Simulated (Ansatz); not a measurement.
# Simulated XPS, UPS and emission spectra of Ca2Al9Ir3

What would valence photoemission of Ca2Al9Ir3 look like, and what sets its shape? Spin–orbit coupling is left out of the bands throughout.

Method: DFT, PBEsol, plane-wave PAW, default files, scalar-relativistic, in the first sound run; inputs show where later runs differ, in Ansatz 0.2.0.

Report form: the programs' logs are mostly left out.

**1. Set-up**

Symmetry: Cmcm, No. 63, orthorhombic system. Conventional cell: a = 12.955 Å, b = 7.583 Å, c = 9.617 Å, α = 90.00°, β = 90.00°, γ = 90.00°. Nearest to Ir lie 8 Al at 2.58 to 2.60 Å. Nearest to Ir lie 8 Al at 2.54 to 2.61 Å. Nearest to Ca lie 11 Al at 3.06 to 3.14 Å. Al has 2 Ir at 2.60 Å and 6 Al at 2.73 to 2.79 Å and 2 Ca at 3.07 Å nearest. Nearest to Al lie 3 Ir at 2.58 Å and 5 Al at 2.65 to 2.94 Å and 2 Ca at 3.14 Å. Nearest to Al lie 2 Ir at 2.59 Å and 6 Al at 2.73 to 2.94 Å and 2 Ca at 3.06 to 3.12 Å. Farther neighbours are not listed.

**2. Self-consistent run, DOS and bands**

The base run gives the projected DOS, from which the spectra are built. The DOS is taken on a denser mesh than the density.

Contents of input.yaml:

```yaml
crystal:
  lattice:
    - [6.4775, -3.7917, 0.0]
    - [6.4775, 3.7917, 0.0]
    - [0.0, 0.0, 9.6175]
  atoms:
    - { symbol: Ir, position: [0.0, 0.0, 0.5] }
    - { symbol: Ir, position: [0.0, 0.0, 0.0] }
    - { symbol: Ir, position: [0.32879, 0.32879, 0.5] }
    - { symbol: Ir, position: [0.67121, 0.67121, 0.0] }
    - { symbol: Ir, position: [0.67121, 0.67121, 0.5] }
    - { symbol: Ir, position: [0.32879, 0.32879, 0.0] }
    - { symbol: Ca, position: [0.32819, 0.99419, 0.25] }
    - { symbol: Ca, position: [0.67181, 0.00581, 0.75] }
[... 16 atom lines left out ...]
    - { symbol: Al, position: [0.66498, 0.00098, 0.4304] }
    - { symbol: Al, position: [0.33502, 0.99902, 0.9304] }
    - { symbol: Al, position: [0.00098, 0.66498, 0.5696] }
    - { symbol: Al, position: [0.99902, 0.33502, 0.0696] }
kpoints:
  mp_grid: { grid: [6, 6, 4] }
  band_path:
    path:
      - [[0.0, 0.0, 0.0], [0.5, 0.5, 0.0], [0.335663, 0.664337, 0.0]]
      - [[-0.335663, 0.335663, 0.0], [0.0, 0.0, 0.0], [0.0, 0.0, 0.5], [-0.335663, 0.335663, 0.5]]
      - [[0.335663, 0.664337, 0.5], [0.5, 0.5, 0.5], [0.5, 0.5, 0.0]]
      - [[0.0, 0.0, 0.0], [0.0, 0.5, 0.0], [0.0, 0.5, 0.5]]
    npoints: 6
scf:
  occupations: { method: fermi_dirac, width: 0.05 }
  n_extra_bands: 40
hamiltonian:
  xc: pbesol
  pseudopotentials: { kind: paw }
output:
  forces: true
  stress: true
  dos:
    projected:
      site_lists:
        Ir1: [0, 1]
        Ir3: [2, 3, 4, 5]
        Ca7: [6, 7, 8, 9]
        Al11: [10, 11]
        Al13: [12, 13, 14, 15]
        Al17: [16, 17, 18, 19]
        Al21: [20, 21, 22, 23, 24, 25, 26, 27]
    de: 0.05
    e_range: [-28, 12]
    nscf_kmesh: { grid: [8, 8, 6] }
  fatbands: true
  write_density: true
  write_potential: true
  elf: true
  volumetric_format: npy
```

Run with:

```console
$ ansatz run input.yaml --threads 4 --pin off --max-ram 8192MiB --backend cpu --events-out ev --progress --plain --runs-dir out
```

The job ended after 92 s (4 threads of INTEL XEON PLATINUM 8581C at 2.30GHz (Emerald Rapids), shared host; peak memory 4 GiB; 6 min of CPU time).

Numbers from this step:

```
free energy                                    : -87431.4264 eV
energy at zero smearing                        : -87431.3879 eV
smearing term TS                               : 0.07689 eV
Fermi energy                                   : 10.91 eV
symmetry operations                            : 8
pressure                                       : -1.186 GPa
zero of energy                                 : Fermi level
share of occupied states in no projected shell : 0.0194 of the occupied states in the window
DOS at the Fermi level                         : 9.312 states/eV/cell
```

The electronic bands at the labelled points (eV, zero at the Fermi level; # counts the bands kept):

```csv
point,#55,#56,#57,#58,#59,#60,#61,#62
Γ,-0.25,-0.06,0.22,0.30,0.47,1.45,1.79,1.88
halfway,-0.43,-0.17,-0.15,0.19,0.38,0.42,0.89,1.07
Y,-0.69,-0.67,-0.54,-0.35,-0.25,0.15,0.40,0.68
halfway,-0.70,-0.64,-0.55,-0.35,-0.29,-0.01,0.15,0.39
F0,-0.65,-0.48,-0.43,-0.41,-0.39,-0.35,-0.24,0.10
jump to Δ0,-0.65,-0.48,-0.43,-0.41,-0.39,-0.35,-0.24,0.10
halfway,-0.57,-0.42,0.03,0.07,0.14,0.40,0.84,0.94
Γ,-0.25,-0.06,0.22,0.30,0.47,1.45,1.79,1.88
halfway,-0.42,-0.37,0.40,0.47,0.52,1.21,1.42,1.43
Z,-0.61,-0.61,0.77,0.77,0.88,0.88,1.04,1.04
halfway,-0.50,-0.50,-0.14,-0.14,0.44,0.44,0.77,0.77
B0,-0.61,-0.61,-0.39,-0.39,-0.31,-0.31,0.08,0.08
jump to G0,-0.61,-0.61,-0.39,-0.39,-0.31,-0.31,0.08,0.08
halfway,-0.55,-0.55,-0.22,-0.22,-0.03,-0.03,0.22,0.22
T,-0.57,-0.57,-0.04,-0.04,0.17,0.17,0.31,0.31
halfway,-0.73,-0.46,-0.31,-0.15,-0.04,0.01,0.40,0.55
Y,-0.69,-0.67,-0.54,-0.35,-0.25,0.15,0.40,0.68
jump to Γ,-0.25,-0.06,0.22,0.30,0.47,1.45,1.79,1.88
halfway,-0.58,-0.37,0.06,0.29,0.43,0.46,0.92,1.08
S,-0.89,-0.68,-0.65,-0.33,-0.23,0.04,0.53,0.80
halfway,-0.73,-0.49,-0.37,-0.22,-0.04,0.02,0.50,0.66
R,-0.62,-0.62,-0.01,-0.01,0.20,0.20,0.37,0.37
```

Of the projections kept (Ir s, Ir d, Ca s, Al s, Al p, not projected), the largest for each band there; the rest of the weight can lie on other orbitals:

```csv
point,#55,#56,#57,#58,#59,#60,#61,#62
Γ,Al p 0.81,Al p 0.76,Al p 0.57,Al p 0.66,Al p 0.69,Al s 0.45,Al p 0.52,Al p 0.60
Y,Al p 0.67,Al p 0.39,Al p 0.64,Al p 0.44,Al p 0.66,Al p 0.58,Al p 0.46,Al p 0.56
F0,Al p 0.62,Al p 0.72,Al p 0.66,Al p 0.68,Al p 0.69,Al p 0.55,Al p 0.39,Al s 0.28
Δ0,Al p 0.62,Al p 0.72,Al p 0.66,Al p 0.68,Al p 0.69,Al p 0.55,Al p 0.39,Al s 0.28
Γ,Al p 0.81,Al p 0.76,Al p 0.57,Al p 0.66,Al p 0.69,Al s 0.45,Al p 0.52,Al p 0.60
Z,Al p 0.52,Al p 0.52,Al p 0.60,Al p 0.60,Al p 0.67,Al p 0.67,Al p 0.55,Al p 0.55
```

The DOS has structure finer than the step of the table below, so its rows give means over 1 eV, whole bins alone (the curve runs from -22.8 to 5.12 eV). Peaks (eV: height): total -21.3: 240, -2.8: 34.5; Ir 5d -3.1: 19.4, -2.8: 26.1, 2.1: 4.22; Al 3p -1.4: 8.83, -0.8: 9.99, 2.1: 9.43, 2.4: 10.2; Al 3s -5.6: 3.88, -4.8: 5.17, 2.4: 4.26, 2.8: 3.87; Ir 6s 3.2: 1.39, 3.8: 1.35, 4.0: 1.39, 4.5: 1.30.

* holds the states left over by the projection beside any projected weight of its own, shared among the starred shells. The DOS by E, zero at the Fermi level; means over each step; 7 of 10 lines; values in states/eV/cell:

```csv
E (eV),total,Ir 5d,Al 3p,Al 3s,Ir 6s,Ir 6p*,Ca 3d*
-22,0,0,0,0,0,0,0
-21,24.0,0.0122,0.417,0.0585,0.00833,0.00142,0
-20,0,0,0,0,0,0,0
-19,0,0,0,0,0,0,0
-18,0,0,0,0,0,0,0
-17,0,0,0,0,0,0,0
-16,0,0,0,0,0,0,0
-15,0,0,0,0,0,0,0
-14,0,0,0,0,0,0,0
-13,0,0,0,0,0,0,0
-12,0,0,0,0,0,0,0
-11,0,0,0,0,0,0,0
-10,0.943,0.00911,0.176,0.463,0.184,0.00181,4.9e-4
-9,3.07,0.0511,1.06,1.34,0.464,0.0110,0.00246
-8,4.55,0.150,1.98,1.60,0.604,0.0258,0.00609
-7,5.78,0.443,2.63,1.97,0.528,0.0437,0.0115
-6,7.99,1.35,3.14,2.96,0.268,0.0842,0.0247
-5,12.6,4.46,3.91,3.53,0.315,0.121,0.0478
-4,16.9,8.80,5.91,1.30,0.436,0.122,0.0594
-3,26.7,18.8,5.61,1.06,0.601,0.294,0.172
-2,16.4,9.97,4.45,0.941,0.389,0.341,0.194
-1,15.5,4.39,8.64,1.23,0.180,0.605,0.350
0,10.2,1.95,6.12,0.756,0.0880,0.769,0.481
1,3.19,0.419,1.68,0.330,0.0236,0.430,0.279
2,13.3,2.14,5.40,2.15,0.232,1.86,1.24
3,16.8,1.81,6.20,3.09,0.771,2.62,1.74
4,17.5,1.34,5.06,2.59,1.18,4.08,2.72
```

Sums over each group's atoms; a table of it gives point samples, which can step over narrow peaks. DOS of the group against E, zero at the Fermi level; 7 of 15 lines; values in states/eV:

```csv
E (eV),Ir3: Ir 5d,Al21: Al 3p,Ir1: Ir 5d,Al13: Al 3p,Al17: Al 3p,Al21: Al 3s,Al11: Al 3p
-11,0,0,0,0,0,0,0
-10,0.00281,0.0270,0.00295,0.0169,0.0177,0.133,0.00887
-9,0.0432,0.504,0.0294,0.376,0.383,0.631,0.137
-8,0.0930,0.724,0.0472,0.567,0.442,0.912,0.278
-7,0.282,1.01,0.131,0.783,0.506,0.951,0.345
-6,0.829,1.36,0.398,0.751,0.747,1.59,0.314
-5,2.75,2.26,1.39,0.527,0.495,1.38,0.369
-4,5.62,2.60,2.38,1.55,1.10,0.372,0.372
-3,11.0,2.15,5.26,1.08,1.16,0.352,0.635
-2,5.02,1.83,2.42,0.624,0.955,0.369,0.615
-1,3.07,3.46,1.44,1.56,2.60,0.606,1.20
0,1.25,3.21,0.640,1.64,0.877,0.296,0.493
1,0.234,0.803,0.129,0.404,0.198,0.149,0.105
2,1.89,2.71,1.07,1.24,1.67,1.13,1.05
3,1.07,2.11,0.547,1.04,1.42,1.31,0.670
4,1.08,2.68,0.527,1.26,1.25,1.30,0.526
5,0.570,2.06,0.244,1.22,1.25,1.01,0.598
```

Simulated valence spectra by photon energy, shown to 13 eV, since a deeper line would dwarf them at some energies; the 100 % can be that line's tail at the edge; this run's widths, added to any smearing of the DOS itself: Gaussian 0.1 eV, Lorentzian 0.05 eV plus 0.03 an eV of depth. The intensity by binding energy, zero at the Fermi level; values in % of the maximum within 13 eV:

```csv
binding energy (eV),21.2 eV,150 eV,1253.6 eV,1486.7 eV,5950 eV
-1.0,0.396,0.801,0.410,0.404,0.392
-0.5,0.629,1.29,0.630,0.621,0.606
0.0,6.37,17.2,5.50,5.39,5.28
0.5,19.3,48.5,17.7,17.4,17.0
1.0,24.0,52.9,23.2,22.9,22.5
1.5,26.9,48.5,26.7,26.5,26.2
2.0,35.5,45.1,35.5,35.4,35.3
2.5,97.2,96.2,97.0,97.0,97.1
3.0,74.5,81.0,75.0,74.9,74.8
3.5,63.4,80.0,64.5,64.3,64.1
4.0,35.9,50.8,36.9,36.7,36.6
4.5,28.8,50.4,30.4,30.0,29.6
5.0,20.7,44.7,22.8,22.4,21.9
5.5,12.9,36.1,14.8,14.4,13.9
6.0,7.79,29.6,9.54,9.16,8.78
6.5,5.39,25.5,7.02,6.68,6.48
7.0,3.53,20.7,5.01,4.73,4.83
7.5,2.52,17.3,3.88,3.64,3.89
8.0,1.97,16.2,3.32,3.08,3.33
8.5,1.20,10.3,2.13,1.97,2.17
9.0,1.30,12.3,2.47,2.27,2.49
9.5,1.06,10.3,2.14,1.97,2.21
10.0,0.452,3.97,0.888,0.820,0.898
10.5,0.193,1.56,0.350,0.322,0.305
11.0,0.138,1.18,0.257,0.234,0.201
11.5,-,1.08,0.220,0.199,0.157
12.0,-,1.05,0.203,0.182,0.132
12.5,-,1.08,0.195,0.173,0.116
```

Maxima picked by a test of local sharpness, so broad peaks and shoulders can be missing; peaks within 0.45 eV of a curve's cut are left out. Valence peaks, by row, the first 40 of 42 rows:

```csv
photon energy (eV),binding energy (eV),height (% of the maximum within 13 eV),main shell,its share (%)
21.2,4.65,30.17,Ir 5d,91.83
21.2,3.1,76.88,Ir 5d,97.59
21.2,2.7,100,Ir 5d,97.66
21.2,2.55,99.11,Ir 5d,97.56
21.2,1.65,29.93,Ir 5d,92.29
21.2,0.95,24.54,Ir 5d,85.75
21.2,0.55,21.05,Ir 5d,79.94
150,21.25,531.2,Ca 3p,99.72
150,9,12.29,Al 3s,58.82
150,5.5,36.35,Al 3s,45.97
150,4.7,56.14,Ir 5d,38.72
150,3.5,80.46,Ir 5d,60.68
150,3.15,85.91,Ir 5d,68.72
150,2.7,100,Ir 5d,77.2
150,2.55,98.02,Ir 5d,77.98
150,1.85,46.74,Ir 5d,52.28
150,1.6,49.99,Ir 5d,43.11
150,1.35,51.45,Al 3p,44.29
150,0.9,54.98,Al 3p,49.81
150,0.75,53.41,Al 3p,51.96
150,0.55,52.82,Al 3p,52.44
1254,21.25,63.45,Ca 3p,99.74
1254,4.7,32.25,Ir 5d,85.49
1254,3.1,77.53,Ir 5d,97.04
1254,2.7,100,Ir 5d,97.93
1254,2.55,98.98,Ir 5d,97.97
1254,1.65,29.92,Ir 5d,92.6
1254,0.95,23.72,Ir 5d,88.96
1487,21.25,50.8,Ca 3p,99.7
1487,4.65,31.79,Ir 5d,87.59
1487,3.1,77.42,Ir 5d,97.39
1487,2.7,100,Ir 5d,98.16
1487,2.55,98.99,Ir 5d,98.18
1487,1.65,29.69,Ir 5d,93.53
1487,0.95,23.39,Ir 5d,90.44
5950,21.25,13.37,Ca 3p,99.03
5950,4.65,31.15,Ir 5d,89.01
5950,3.1,77.25,Ir 5d,97.19
5950,2.7,100,Ir 5d,97.73
5950,2.55,99.08,Ir 5d,97.66
```

The intensity has structure finer than the step of the table below, so its rows give means over 1 eV, whole bins alone (the curve runs from -22.8 to 1.43 eV). Peaks (eV: height): Ir L-beta5 -3.0: 100.0; Al K-beta -3.5: 79.8, -0.9: 99.9; Al K-beta, E along x -3.6: 81.3, -1.0: 103; Al K-beta, E along y -3.5: 83.7, -0.9: 103; Al K-beta, E along z -3.6: 75.1, -0.7: 96.6.

Shapes are the site's partial DOS without matrix elements, which overweights lines from ligand s bands. Table of intensity by emission energy less the core level's binding energy, zero at the Fermi level; means over each step; values in % of the unpolarised maximum:

```csv
emission energy less the core level's binding energy (eV),Ir L-beta5,Al K-beta,"Al K-beta, E along x","Al K-beta, E along y","Al K-beta, E along z","Al L2,3"
-22,2.33,1.52,1.41,1.56,1.60,0.469
-21,2.59,2.52,2.33,2.56,2.67,0.956
-20,2.90,0.800,0.756,0.813,0.831,0.205
-19,3.27,0.408,0.399,0.415,0.409,0.122
-18,3.71,0.345,0.345,0.351,0.338,0.120
-17,4.25,0.354,0.358,0.360,0.342,0.136
-16,4.92,0.397,0.404,0.404,0.382,0.165
-15,5.77,0.471,0.481,0.479,0.451,0.211
-14,6.86,0.586,0.600,0.595,0.562,0.283
-13,8.28,0.771,0.789,0.781,0.740,0.412
-12,10.2,1.10,1.13,1.11,1.07,0.683
-11,12.8,1.91,1.95,1.91,1.86,1.65
-10,16.5,5.80,5.88,5.75,5.79,15.6
-9,21.8,14.7,14.0,14.3,15.9,36.3
-8,29.6,24.4,26.3,24.3,22.6,43.0
-7,40.7,33.6,36.4,35.0,29.5,56.3
-6,56.0,40.8,42.5,41.2,38.6,80.3
-5,74.3,51.9,54.2,54.8,46.8,92.2
-4,91.4,71.5,71.6,72.6,70.1,44.1
-3,99.3,70.5,70.3,73.6,67.7,31.4
-2,92.6,65.8,69.6,67.8,60.1,27.8
-1,75.4,94.4,97.8,98.1,87.1,34.6
0,56.1,48.2,45.4,47.6,49.7,12.5
```

Sums over each group's atoms; left-over states aren't shared out by site. Site centres, by row:

```csv
group,element,shell,occupied states,centre of occupied part (eV),centre up to the window's top (eV)
Ir1,Ir,6s,1.353,-5.494,-1.79
Ir1,Ir,5d,16.53,-2.996,-2.298
Ir3,Ir,6s,2.672,-5.614,-1.77
Ir3,Ir,5d,33.02,-3.068,-2.353
Ca7,Ca,4s,1.351,-5.474,-0.2998
Ca7,Ca,3p,23.49,-21.26,-21.26
Ca7,Ca,4p,0.3998,-4.46,-3.487
Al11,Al,3s,1.826,-5.344,-2.074
Al11,Al,3p,4.683,-3.576,-1.284
Al13,Al,3s,3.719,-5.416,-1.962
Al13,Al,3p,8.83,-3.83,-1.28
Al17,Al,3s,3.737,-5.223,-2.085
Al17,Al,3p,9.199,-3.475,-1.028
Al21,Al,3s,7.56,-5.535,-2.318
Al21,Al,3p,18.52,-3.683,-1.314
```

Window up to 5.1 eV. Shell moments, by row:

```csv
element,shell,occupied states an atom,centre of occupied part (eV),rms width of occupied part (eV),centre up to the window's top (eV),rms width up to the window's top (eV)
Al,3s,0.9356,-5.419,2.595,-2.159,4.711
Al,3p,2.29,-3.656,3.014,-1.239,4.029
Ca,4s,0.3376,-5.474,2.808,-0.2998,4.913
Ca,3p,5.873,-21.26,0.01559,-21.26,0.01559
Ca,4p,0.09996,-4.46,2.448,-3.487,3.417
Ir,6s,0.6709,-5.573,2.775,-1.777,5.061
Ir,6p*,0.3336,-2.214,2.002,2.811,2.383
Ir,5d,8.258,-3.044,1.329,-2.335,2.295
Ca,3d*,0.271,-1.881,1.64,2.98,2.134
```

Shapes are the site's partial DOS without matrix elements, which overweights lines from ligand s bands. Emission peaks, by row:

```csv
line,energy (eV),height (%)
Ir L-beta5,-2.95,100
Al K-beta,-3.5,79.94
Al K-beta,-0.85,100
"Al K-beta, E along x",-3.55,81.38
"Al K-beta, E along x",-1,103.3
"Al K-beta, E along y",-3.45,83.69
"Al K-beta, E along y",-0.9,103.3
"Al K-beta, E along z",-3.6,75.09
"Al K-beta, E along z",-0.7,96.81
"Al L2,3",-9.2,39.6
"Al L2,3",-4.9,100
"Al L2,3",-3.55,39.96
"Al L2,3",-1.15,36.6
```

Electrostatic potential energy in the ac plane at fractional y = 0.000, with atoms of Ir and Ca and Al within 0.2 Å of it. With pseudopotentials it is smooth inside the atoms' cores, unlike the true potential.

Values in eV, 13 rows by 16 columns, each cell a mean:
```
-43 -23   4   3  -4   3  -3   1  10   9   5   6  10  10  -9 -38
  4   8  11   6  -3  -2  -4   4  10   9   5   6  10  12  11   7
  5   3   7  11  10   9  10  11   7  -9 -34 -34  -9   8  12  10
  3   0   6  11  12  11  12  11   7 -14 -43 -43 -15   7  11  10
  8   9  11   8  -1  -3  -2   6  10   7   1   1   7  12  13  10
-33 -14   7   2  -4   5  -3   0  11  10   8   9  11  11  -2 -27
-53 -36   2   8   1  -2   0   7   8  -1  -3  -3   2   7 -19 -50
-18  -3  11  12  10   9  10  11   6  -5   2   0  -3   9   4 -13
 10  12  12   7  -4 -12  -2   8  10   5   0   1   7  10   9   8
  6  11  10  -4 -39 -52 -34  -1  10  12  13  13  12   8   1  -1
 10  12  11   4 -14 -24 -11   5  10   8   5   6   9  10   7   6
 -5   5  12  12  10   8  10  11   7  -4  -1  -2  -1   9   8  -2
-51 -32   3  10   4   0   3   9   7  -3  -1  -3  -1   7 -16 -47
```
Columns run along a (7.5 Å; values clipped at the 3rd and 97th percentile), rows up along c (9.6 Å). Atoms in or near the plane, at fractional coordinates: Ir at (0.00, 0.50), Ir at (0.00, 0.00), Ca at (0.33, 0.25), Ca at (0.67, 0.75), Al at (0.34, 0.57), Al at (0.66, 0.07), Al at (0.66, 0.43), Al at (0.34, 0.93).

ELF in the ac plane at fractional y = 0.000, with atoms of Ir and Ca and Al within 0.2 Å of it. It is the smooth field of the valence electrons, not physical close to the nuclei.

Values, 13 rows by 16 columns, each cell a mean:
```
0.58 0.49 0.40 0.59 0.18 0.10 0.10 0.45 0.51 0.41 0.28 0.32 0.46 0.40 0.41 0.59
0.43 0.47 0.57 0.63 0.35 0.20 0.25 0.43 0.27 0.13 0.18 0.18 0.15 0.29 0.38 0.40
0.60 0.57 0.60 0.61 0.63 0.64 0.57 0.31 0.12 0.57 0.80 0.80 0.58 0.12 0.31 0.54
0.55 0.50 0.56 0.60 0.62 0.64 0.55 0.27 0.14 0.68 0.83 0.82 0.69 0.13 0.26 0.52
0.50 0.55 0.61 0.64 0.47 0.32 0.37 0.43 0.20 0.15 0.32 0.32 0.17 0.23 0.40 0.45
0.54 0.43 0.43 0.59 0.16 0.11 0.08 0.43 0.47 0.35 0.23 0.26 0.39 0.39 0.38 0.53
0.52 0.59 0.37 0.54 0.40 0.18 0.32 0.52 0.55 0.37 0.13 0.19 0.54 0.45 0.47 0.61
0.47 0.38 0.36 0.35 0.22 0.15 0.21 0.35 0.48 0.20 0.09 0.08 0.46 0.56 0.38 0.43
0.55 0.46 0.26 0.17 0.45 0.56 0.40 0.13 0.29 0.48 0.48 0.53 0.62 0.64 0.63 0.60
0.53 0.37 0.10 0.49 0.84 0.80 0.83 0.38 0.12 0.44 0.61 0.63 0.59 0.56 0.47 0.46
0.59 0.46 0.20 0.24 0.62 0.72 0.58 0.18 0.23 0.50 0.58 0.61 0.63 0.63 0.62 0.62
0.41 0.37 0.37 0.27 0.15 0.12 0.14 0.27 0.45 0.25 0.11 0.13 0.50 0.59 0.43 0.41
0.55 0.57 0.36 0.51 0.43 0.24 0.36 0.51 0.54 0.30 0.09 0.12 0.52 0.47 0.44 0.60
```
Columns run along a (7.5 Å), rows up along c (9.6 Å). Atoms in or near the plane, at fractional coordinates: Ir at (0.00, 0.50), Ir at (0.00, 0.00), Ca at (0.33, 0.25), Ca at (0.67, 0.75), Al at (0.34, 0.57), Al at (0.66, 0.07), Al at (0.66, 0.43), Al at (0.34, 0.93).

[end of part 1 of 3]

[Logs are printed without paths, hosts, clocks, repeated set-up lines and the standing remarks that a program may print on its own settings, such as how far it seeks lower states.]

[Hosts, paths, dates, database ids (printed as entryN), source tags and the programs' standing remarks are cut or masked in the printed files.]

[Maps of the electrostatic potential energy from Ansatz leave out the sawtooth potential of an applied field or a dipole correction, so their vacuum need not be flat; work functions include it.]

[Peak lists hold at most the 14 tallest peaks of each spectrum; further lines can be left out.]
